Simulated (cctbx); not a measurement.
**A crystallographic session in cctbx: Li4MnCr3S8**

Library: cctbx 2025.11. The data are simulated by the first script.

## 1. Simulate the data

run.py:

```python
from cctbx import adptbx, crystal, miller, sgtbx, xray
from cctbx.array_family import flex
from iotbx.shelx import hklf
from scitbx import matrix
import scitbx.random

cs = crystal.symmetry(unit_cell=(12.8213, 7.237, 7.212, 90, 124.2257, 90), space_group_symbol='Hall: -C 2y')  # C2/m
atoms = [  # label, site, U (iso, or U11 U22 U33 U12 U13 U23 in A^2), occupancy
    ("Mn1", (0, 0, 0.5), (0.0179, 0.0192, 0.0171, 0.0000, 0.0099, 0.0000), 1),
    ("Cr1", (0, 0.5, 0.5), (0.0230, 0.0236, 0.0216, 0.0000, 0.0102, 0.0000), 1),
    ("Cr2", (0.75, 0.75, 0.5), (0.0257, 0.0363, 0.0276, 0.0032, 0.0163, 0.0064), 1),
    ("S1", (0.7351, 0, 0.2503), (0.0216, 0.0277, 0.0164, 0.0000, 0.0068, 0.0000), 1),
    ("S2", (0.514, 0.2552, 0.2776), (0.0344, 0.0470, 0.0310, -0.0014, 0.0175, -0.0023), 1),
    ("S3", (0.7654, 0.5, 0.279), (0.0329, 0.0184, 0.0322, 0.0000, 0.0198, 0.0000), 1),
    ("Li1", (0, 0, 0), (0.0301, 0.0274, 0.0565, 0.0000, 0.0263, 0.0000), 1),
    ("Li2", (0.75, 0.25, 0), (0.0348, 0.0292, 0.0387, 0.0024, 0.0197, 0.0009), 1),
    ("Li3", (0, 0.5, 0), (0.0611, 0.0577, 0.0807, 0.0000, 0.0448, 0.0000), 1),
]
xs = xray.structure(crystal_symmetry=cs)
for label, site, u, occ in atoms:
    u = adptbx.u_cif_as_u_star(cs.unit_cell(), u) if isinstance(u, tuple) else u
    xs.add_scatterer(xray.scatterer(label, site=site, u=u, occupancy=occ))
xs.set_inelastic_form_factors(1.54184, "sasaki")
xs.show_summary()
p1 = xs.expand_to_p1()
ms = miller.build_set(p1, anomalous_flag=True, d_min=0.83)
flex.set_random_seed(3063)
scitbx.random.set_random_seed(3063)
ms = ms.select(flex.random_double(ms.size()) < 0.95)
i = ms.structure_factors_from_scatterers(p1, algorithm="direct").f_calc().as_intensity_array().data()
i = i * 5000 / flex.max(i)
sig = flex.sqrt(i + flex.pow2(0.015 * i) + 8 ** 2)
noise = scitbx.random.variate(scitbx.random.normal_distribution())(i.size())
data = ms.array(data=i + sig * noise, sigmas=sig).set_observation_type_xray_intensity()
with open("data.hkl", "w") as f:
    data.export_as_shelx_hklf(f)
print("reflections written:", data.size(), " <I/sigma> = %.1f" % flex.mean(data.data() / data.sigmas()))
for h, a, b in list(data.sort("data"))[:12]:
    print("%4d%4d%4d %9.1f %7.1f" % (h + (a, b)))
```

```console
$ python run.py
```

```text
Number of scatterers: 9
At special positions: 8
Unit cell: (12.8213, 7.237, 7.212, 90, 124.226, 90)
Space group: C 1 2/m 1 (No. 12)
reflections written: 3881  <I/sigma> = 1.8
  -4   0   0    5237.3   103.4
   2   2  -2    5066.0   103.3
  -2   2   2    4965.7   103.3
   4   0   0    4804.8   103.4
  -6   2   2    3082.2    71.4
   0  -4   0    3004.3    71.2
   0   4   0    2974.0    71.2
  -4   0   4    2967.8    70.5
   2  -2   2    2963.5    69.3
   6  -2  -2    2956.3    71.4
  -6  -2   2    2901.0    71.4
   4   0  -4    2891.6    70.5
```

Run time: 0.25 s on 1 thread of Arm Neoverse V2, with other jobs on the host, peak memory 0.07 GiB.

## 2. Symmetry

run.py:

```python
from cctbx import crystal, sgtbx, statistics
from cctbx.array_family import flex
from iotbx.shelx import hklf

p1 = crystal.symmetry(unit_cell=(12.8213, 7.237, 7.212, 90, 124.2257, 90), space_group_symbol="P 1")
raw = hklf.reader(file_name="data.hkl").as_miller_arrays(crystal_symmetry=p1, anomalous=True)[0]
print(raw.size(), "reflections to d = %.3f A" % raw.d_min())
isig = raw.data() / raw.sigmas()
print("centring   violations  <I/sigma> of those")
best = "P"
for c in "ABCIRF":
    a = raw.customized_copy(space_group_info=sgtbx.space_group_info("Hall: %s 1" % c)).sys_absent_flags().data()
    m = flex.mean(isig.select(a))
    print("%5s %10d of %5d %8.1f" % (c, (isig.select(a) > 4).count(True), a.count(True), m))
    if (isig.select(a) > 4).count(True) < 0.01 * a.count(True):
        best = c
raw = raw.select(~raw.customized_copy(space_group_info=sgtbx.space_group_info("Hall: %s 1" % best)).sys_absent_flags().data())
isig = raw.data() / raw.sigmas()
rows = []
for s in sgtbx.space_group_symbol_iterator():
    g = sgtbx.space_group(s)
    if g.conventional_centring_type_symbol() != best or not g.is_compatible_unit_cell(p1.unit_cell(), 1e-3, 0.02):
        continue
    rows.append((s, g))
print("Laue class    unique    Rint  (classes that these axes allow; Friedel mates merged)")
rint = {}
for s, g in rows:
    laue = g.build_derived_patterson_group()
    key = laue.type().hall_symbol()
    if key not in rint:
        m = raw.customized_copy(space_group_info=laue.info(), anomalous_flag=False).merge_equivalents()
        rint[key] = m.r_int()
        print("%-14s %6d %7.3f" % (laue.type().lookup_symbol(), m.array().size(), m.r_int()))
floor = min(rint.values())
good = [(s, g) for s, g in rows if rint[g.build_derived_patterson_group().type().hall_symbol()] < 2 * floor + 0.03]
top = max(g.build_derived_patterson_group().order_z() for s, g in good)
print("space group    extra absences  I>4sigma  <I/sigma>")
for s, g in good:
    laue = g.build_derived_patterson_group()
    if laue.order_z() != top:
        continue
    a = raw.customized_copy(space_group_info=g.info()).sys_absent_flags().data()
    a &= ~raw.customized_copy(space_group_info=laue.info()).sys_absent_flags().data()
    bad = (isig.select(a) > 4).count(True)
    if bad <= 0.03 * a.count(True):
        print("%-16s %8d %10d %9s  %s" % (s.universal_hermann_mauguin(), a.count(True), bad, "%.1f" % flex.mean(isig.select(a)) if a.count(True) else "-", "centric" if g.is_centric() else "acentric"))
laue = max(good, key=lambda t: t[1].build_derived_patterson_group().order_z())[1].build_derived_patterson_group()
f = raw.customized_copy(space_group_info=laue.info(), anomalous_flag=False).merge_equivalents().array().eliminate_sys_absent().f_sq_as_f()
f.set_observation_type_xray_amplitude()
bins = max(3, min(8, f.size() // 12))
f.setup_binner(n_bins=bins)
w = statistics.wilson_plot(f, {e: n / laue.order_z() for e, n in {'Mn': 2.0, 'Cr': 6.0, 'S': 16.0, 'Li': 8.0}.items()}, e_statistics=True)
print("Wilson B = %.2f A^2   <|E^2-1|> = %.3f (0.968 centric, 0.736 acentric)   E^2>4: %.1f %%" % (w.wilson_b, w.mean_e_sq_minus_1, w.percent_e_sq_gt_2))
print("shell (A)         n   <I/sigma>")
m = raw.customized_copy(space_group_info=laue.info(), anomalous_flag=False).merge_equivalents().array().eliminate_sys_absent()
for b in m.setup_binner(n_bins=bins).range_used():
    sel = m.binner().selection(b)
    print("%5.2f - %4.2f %6d %8.1f" % (min(m.binner().bin_d_range(b)[0] if m.binner().bin_d_range(b)[0] > 0 else 99, 99), m.binner().bin_d_range(b)[1], sel.count(True), flex.mean((m.data() / m.sigmas()).select(sel))))
```

```console
$ python run.py
```

```text
3881 reflections to d = 0.831 A
centring   violations  <I/sigma> of those
    A        258 of  1947      1.9
    B        258 of  1941      1.9
    C          0 of  1962     -0.0
    I        199 of  1918      1.6
    R        243 of  2584      1.8
    F        258 of  2925      1.3
Laue class    unique    Rint  (classes that these axes allow; Friedel mates merged)
C 1 2/m 1         550   0.072
space group    extra absences  I>4sigma  <I/sigma>
C 1 2 1                 0          0         -  acentric
C 1 m 1                 0          0         -  acentric
C 1 2/m 1               0          0         -  centric
Wilson B = 2.35 A^2   <|E^2-1|> = 1.322 (0.968 centric, 0.736 acentric)   E^2>4: 9.3 %
shell (A)         n   <I/sigma>
 5.98 - 1.65     78     10.4
 1.65 - 1.32     73      8.1
 1.32 - 1.15     61      7.5
 1.15 - 1.05     65      8.8
 1.05 - 0.97     73      3.6
 0.97 - 0.91     57      3.4
 0.91 - 0.87     85      3.3
 0.87 - 0.83     58      5.9
```

Time: 0.24 s.

## 3. Patterson map

run.py:

```python
from cctbx import crystal, maptbx
from iotbx.shelx import hklf

cs = crystal.symmetry(unit_cell=(12.8213, 7.237, 7.212, 90, 124.2257, 90), space_group_symbol='Hall: -C 2y')  # C2/m
raw = hklf.reader(file_name="data.hkl").as_miller_arrays(crystal_symmetry=cs, anomalous=True)[0]
merged = raw.eliminate_sys_absent().merge_equivalents()
fo2 = merged.array().set_observation_type_xray_intensity()
f = fo2.average_bijvoet_mates().f_sq_as_f()
pm = f.patterson_map(symmetry_flags=maptbx.use_space_group_symmetry, sharpening=False, resolution_factor=0.25)
peaks = pm.peak_search(parameters=maptbx.peak_search_parameters(min_distance_sym_equiv=0.4, max_clusters=14)).all()
top = peaks.heights()[0]
print("Patterson group", f.patterson_symmetry().space_group_info())
print("      u       v       w   height  length (A)")
for x, h in zip(peaks.sites(), peaks.heights()):
    y = [t - round(t) for t in x]
    print("%7.3f %7.3f %7.3f %8.1f %8.2f" % (x + (1000 * h / top, cs.unit_cell().length(y))))
```

```console
$ python run.py
```

```text
Patterson group C 1 2/m 1
      u       v       w   height  length (A)
  0.000   0.000   0.000   1000.0     0.00
  0.250   0.250   0.000    913.2     3.68
  0.000   0.500   0.000    909.6     3.62
  0.243   0.500   0.230    665.2     4.44
  0.247   0.000   0.236    659.7     2.62
  0.008   0.250   0.771    657.1     2.49
  0.000   0.000   0.500    391.9     3.61
  0.250   0.250   0.500    377.4     3.68
  0.000   0.500   0.500    328.1     5.11
  0.005   0.119   0.132      9.1     1.26
  0.253   0.132   0.131      9.0     2.98
  0.246   0.132   0.869      8.4     3.88
  0.004   0.380   0.132      6.9     2.90
  0.135   0.248   0.876     -0.3     2.96
```

Time: 0.25 s.

## 4. Charge flipping

run.py:

```python
import itertools
from cctbx import crystal, maptbx
from cctbx.array_family import flex
from iotbx.shelx import hklf
from smtbx.ab_initio import charge_flipping as cf

cs = crystal.symmetry(unit_cell=(12.8213, 7.237, 7.212, 90, 124.2257, 90), space_group_symbol='Hall: -C 2y')  # C2/m
raw = hklf.reader(file_name="data.hkl").as_miller_arrays(crystal_symmetry=cs, anomalous=True)[0]
merged = raw.eliminate_sys_absent().merge_equivalents()
fo2 = merged.array().set_observation_type_xray_intensity()
f = fo2.average_bijvoet_mates().f_sq_as_f().resolution_filter(d_min=0.83)
p1 = f.expand_to_p1()
work = p1
flex.set_random_seed(33123)
it = cf.weak_reflection_improved_iterator(delta=None, weak_reflection_fraction=0.2)
it.start(work, phases=flex.random_double(p1.size()) * 6.2832, f_000=0)
it.delta = 1.1 * it.rho_map.sigma()
print("cycle      R  skewness")
for n, st in enumerate(itertools.islice(it, 150)):
    if n % 12 == 0:
        print("%5d %6.3f %8.2f" % (n, st.r1_factor(), st.rho_map.skewness()))
rho = p1.phase_transfer(it.f_calc).fft_map().apply_volume_scaling()
polish = cf.low_density_elimination_iterator(constant_rho_c=rho.sigma())
polish.start(f_obs=p1, phases=it.f_calc, f_000=0)
for _ in range(8):
    next(polish)
print("origin shift          correlation  skewness")
maps = []
for fc, shift, cc in itertools.islice(cf.f_calc_symmetrisations(f, polish.f_calc, 0), 4):
    m = f.phase_transfer(fc).fft_map(symmetry_flags=maptbx.use_space_group_symmetry, resolution_factor=0.25).apply_sigma_scaling()
    maps.append((m.skewness(), cc, m))
    print("%6.3f %6.3f %6.3f %10.3f %9.2f" % (tuple(shift) + (cc, m.skewness())))
skew, cc, m = max((t for t in maps if t[1] > maps[0][1] - 0.04), key=lambda t: t[0])
print("taken: symmetry correlation %.3f, skewness %.2f" % (cc, skew))
peaks = m.peak_search(parameters=maptbx.peak_search_parameters(min_distance_sym_equiv=0.9, max_clusters=14)).all()
sps = cs.special_position_settings(min_distance_sym_equiv=0.5)
print("peak      x       y       z  mult  height/sigma")
for k, (x, h) in enumerate(zip(peaks.sites(), peaks.heights())):
    ss = sps.site_symmetry(x)
    print("Q%-3d %7.4f %7.4f %7.4f %4d %8.1f" % ((k + 1,) + tuple(t % 1 for t in ss.exact_site()) + (ss.multiplicity(), h)))
```

```console
$ python run.py
```

```text
cycle      R  skewness
    0  0.642     0.39
   12  0.314     4.88
   24  0.241     4.59
   36  0.251     4.43
   48  0.252     4.24
   60  0.273     4.25
   72  0.258     4.20
   84  0.284     4.29
   96  0.287     4.24
  108  0.269     4.18
  120  0.301     4.12
  132  0.270     4.13
  144  0.272     4.05
origin shift          correlation  skewness
 0.314  0.128  0.429      0.969      4.55
 0.064  0.128  0.429      0.969      4.58
 0.438  0.129  0.051      0.970      4.78
 0.188  0.129  0.051      0.970      4.78
taken: symmetry correlation 0.970, skewness 4.78
peak      x       y       z  mult  height/sigma
Q1    0.1281  0.5000  0.3810    4     11.9
Q2    0.1230  0.2522  0.6189    8     11.3
Q3    0.1222  0.0000  0.3815    4     10.3
Q4    0.1386  0.5000  0.8684    4      4.5
Q5    0.1229  0.2564  0.1347    8      3.9
Q6    0.1235  0.0000  0.8724    4      3.5
Q7    0.2121  0.5000  0.7813    4      2.5
Q8    0.2027  0.0000  0.7667    4      1.9
Q9    0.0324  0.5000  0.4681    4      1.6
Q10   0.1157  0.5000  0.1911    4      1.5
Q11   0.1253  0.5000  0.0297    4      1.5
Q12   0.2183  0.5000  0.6378    4      1.4
Q13   0.2276  0.2493  0.5737    8      1.3
Q14   0.0204  0.2541  0.6798    8      1.2
```

Time: 0.32 s.

## 5. Refinement (model from the peaks)

run.py:

```python
import math
from cctbx import adptbx, crystal, maptbx, sgtbx, xray
from cctbx.array_family import flex
from cctbx.xray import observations
from iotbx.shelx import hklf
from scitbx.lstbx import normal_eqns_solving
from smtbx import absolute_structure, utils
from smtbx.refinement import constraints, least_squares

cs = crystal.symmetry(unit_cell=(12.8213, 7.237, 7.212, 90, 124.2257, 90), space_group_symbol='Hall: -C 2y')  # C2/m
atoms = [  # label, site, U (iso, or U11 U22 U33 U12 U13 U23 in A^2), occupancy
    ("S1", (0.1281, 0.5, 0.381), 0.0200, 1),
    ("S2", (0.123, 0.2522, 0.6189), 0.0200, 1),
    ("Cr1", (0.1222, 0, 0.3815), 0.0200, 1),
    ("S3", (0.1386, 0.5, 0.8684), 0.0200, 1),
    ("Li1", (0.1229, 0.2564, 0.1347), 0.0200, 1),
]
xs = xray.structure(crystal_symmetry=cs)
for label, site, u, occ in atoms:
    u = adptbx.u_cif_as_u_star(cs.unit_cell(), u) if isinstance(u, tuple) else u
    xs.add_scatterer(xray.scatterer(label, site=site, u=u, occupancy=occ))
xs.set_inelastic_form_factors(1.54184, "sasaki")
raw = hklf.reader(file_name="data.hkl").as_miller_arrays(crystal_symmetry=cs, anomalous=True)[0]
merged = raw.eliminate_sys_absent().merge_equivalents()
fo2 = merged.array().set_observation_type_xray_intensity()
print("Rint %.3f, %d unique reflections to %.2f A" % (merged.r_int(), fo2.size(), fo2.d_min()))
for sc in xs.scatterers():
    sc.flags.set_grad_site(True)
    sc.flags.set_grad_u_aniso(sc.flags.use_u_aniso())
    sc.flags.set_grad_u_iso(sc.flags.use_u_iso())
obs = fo2.as_xray_observations()
extra = {}
rep = constraints.reparametrisation(xs, [], utils.connectivity_table(xs), **extra)
ls = least_squares.crystallographic_ls(obs, rep, weighting_scheme=least_squares.mainstream_shelx_weighting(a=0, b=0))
print("cycle     R1     wR2    GooF  max shift (A)")
for cycle in range(6):
    ls.build_up()
    r1, wr2, goof = ls.r1_factor(cutoff_factor=2)[0], ls.wR2(), ls.goof()
    old = xs.sites_cart()
    normal_eqns_solving.levenberg_marquardt_iterations(ls, n_max_iterations=3, tau=0.0001, step_threshold=1e-7)
    big = flex.max((xs.sites_cart() - old).norms())
    print("%4d %7.4f %7.4f %7.3f %9.5f" % (cycle + 1, r1, wr2, goof, big))
    ls.build_up(objective_only=True)
    if abs(ls.wR2() - wr2) < 5e-5 and big < 5e-4:
        break
ls.build_up()
print("final R1 %.4f wR2 %.4f GooF %.3f  parameters %d  data/parameter %.1f" % (ls.r1_factor(cutoff_factor=2)[0], ls.wR2(), ls.goof(), ls.n_parameters, fo2.size() / ls.n_parameters))
cov = ls.covariance_matrix_and_annotations()
su = dict(zip(cov.annotations, (math.sqrt(max(v, 0)) for v in cov.matrix.matrix_packed_u_diagonal())))
a2 = cs.unit_cell().reciprocal_parameters()[0] ** -2
print("atom        x        y        z      Ueq    occ   su(xyz)  su(Uiso or U11)")
for sc in xs.scatterers():
    s = max(su.get(sc.label + k, 0) for k in (".x", ".y", ".z"))
    npd = "" if sc.is_positive_definite_u(cs.unit_cell()) else "  NPD"
    print("%-5s %8.5f %8.5f %8.5f %8.4f %6.3f %8.5f %7.4f%s" % ((sc.label,) + sc.site + (sc.u_iso_or_equiv(cs.unit_cell()), sc.occupancy, s, su.get(sc.label + ".uiso", su.get(sc.label + ".u11", 0) * a2), npd)))
fo = fo2.f_sq_as_f()
fc = fo.structure_factors_from_scatterers(xs, algorithm="direct").f_calc()
diff = fo.f_obs_minus_f_calc(1 / math.sqrt(ls.scale_factor()), fc).average_bijvoet_mates()
m = diff.fft_map(symmetry_flags=maptbx.use_space_group_symmetry, resolution_factor=0.25).apply_volume_scaling()
print("difference map: max %.2f min %.2f rms %.2f" % (m.statistics().max(), m.statistics().min(), m.statistics().sigma()))
peaks = m.peak_search(parameters=maptbx.peak_search_parameters(min_distance_sym_equiv=0.6, max_clusters=9)).all()
near = xs.closest_distances(peaks.sites(), distance_cutoff=4)
sps = cs.special_position_settings(min_distance_sym_equiv=0.5)
for k, (x, h) in enumerate(zip(peaks.sites(), peaks.heights())):
    ss = sps.site_symmetry(x)
    print("Q%-3d %7.4f %7.4f %7.4f %4d %7.2f  %.2f A from %s" % ((k + 1,) + tuple(t % 1 for t in ss.exact_site()) + (ss.multiplicity(), h, near.smallest_distances[k], xs.scatterers()[near.i_seqs[k]].label)))
```

```console
$ python run.py
```

```text
Rint 0.072, 550 unique reflections to 0.83 A
cycle     R1     wR2    GooF  max shift (A)
   1  0.2867  0.6094   8.532   0.13125
   2  0.1918  0.4258   5.961   0.26791
   3  0.2198  0.4065   5.691   0.31804
   4  0.2883  0.4867   6.814   0.55466
   5  0.2997  0.5032   7.045   0.49857
   6  0.3038  0.5006   7.008   0.74066
final R1 0.3041 wR2 0.4996 GooF 6.994  parameters 17  data/parameter 32.4
atom        x        y        z      Ueq    occ   su(xyz)  su(Uiso or U11)
S1     0.13040  0.50000  0.38675   0.0115  1.000  0.00433  0.0036
S2     0.11873  0.25064  0.61103   0.0157  1.000  0.00307  0.0027
Cr1    0.12234  0.00000  0.38859   0.0677  1.000  0.00514  0.0089
S3     0.09236  0.50000  0.78922   0.3976  1.000  0.02236  0.0664
Li1    0.18339  0.24286  0.13342   0.2176  1.000  0.07315  0.1261
difference map: max 12.54 min -5.39 rms 1.13
Q1    0.1317  0.2489  0.1493    8   12.93  0.74 A from Li1
Q2    0.1268  0.5000  0.8576    4   12.51  0.44 A from S3
Q3    0.0865  0.0000  0.8132    4    9.44  2.21 A from Cr1
Q4    0.1232  0.5000  0.3624    4    4.61  0.15 A from S1
Q5    0.1514  0.2662  0.6580    8    4.47  0.38 A from S2
Q6    0.1174  0.0000  0.3552    4    4.01  0.21 A from Cr1
Q7    0.0031  0.5000  0.2355    4    2.25  1.13 A from S3
Q8    0.1627  0.5000  0.0255    4    1.73  1.41 A from S3
Q9    0.1108  0.0000  0.6625    4    1.49  1.87 A from S2
```

Time: 0.99 s.

Figures of merit this high mean that the model is still wrong or incomplete.

## 6. Charge flipping

run.py, as its changes from the last script of this kind:

```diff
@@ -13,2 +13,3 @@
-work = p1
-flex.set_random_seed(33123)
+p1.setup_binner_counting_sorted(reflections_per_bin=max(40, p1.size() // 12))
+work = p1.array(data=p1.data() / p1.amplitude_quasi_normalisations().data())
+flex.set_random_seed(33124)
@@ -19,2 +20,2 @@
-for n, st in enumerate(itertools.islice(it, 150)):
-    if n % 12 == 0:
+for n, st in enumerate(itertools.islice(it, 300)):
+    if n % 25 == 0:
```

```console
$ python run.py
```

```text
cycle      R  skewness
    0  0.680     0.35
   25  0.558     3.26
   50  0.581     3.09
   75  0.572     3.27
  100  0.546     3.18
  125  0.553     3.07
  150  0.552     3.14
  175  0.573     3.09
  200  0.585     3.06
  225  0.556     3.11
  250  0.563     3.02
  275  0.565     2.98
origin shift          correlation  skewness
 0.078  0.453  0.439      0.977      5.66
 0.328  0.453  0.438      0.977      5.76
 0.452  0.453  0.313      0.978      5.74
 0.202  0.453  0.313      0.978      5.72
taken: symmetry correlation 0.977, skewness 5.76
peak      x       y       z  mult  height/sigma
Q1    0.0000  0.2522  0.0000    4     14.7
Q2    0.2457  0.0000  0.9992    4     14.6
Q3    0.0117  0.5000  0.7799    4      8.1
Q4    0.0146  0.0000  0.7849    4      7.6
Q5    0.2407  0.2492  0.2245    8      7.6
Q6    0.0000  0.2657  0.5000    4      1.6
Q7    0.1314  0.5000  0.8692    4      1.5
Q8    0.1260  0.5000  0.3808    4      1.5
Q9    0.2046  0.5000  0.1141    4      1.4
Q10   0.1923  0.0000  0.3869    4      1.4
Q11   0.1194  0.2569  0.1323    8      1.3
Q12   0.1861  0.1166  0.0159    8      1.2
Q13   0.2174  0.3920  0.7961    8      1.1
Q14   0.0294  0.0000  0.3850    4      1.1
```

Run time: 0.38 s on 1 thread of Arm Neoverse V2, with other jobs on the host, peak memory 0.08 GiB.

[Logs are printed without paths, hosts, clocks, repeated set-up lines and the standing remarks that a program may print on its own settings, such as how far it seeks lower states.]
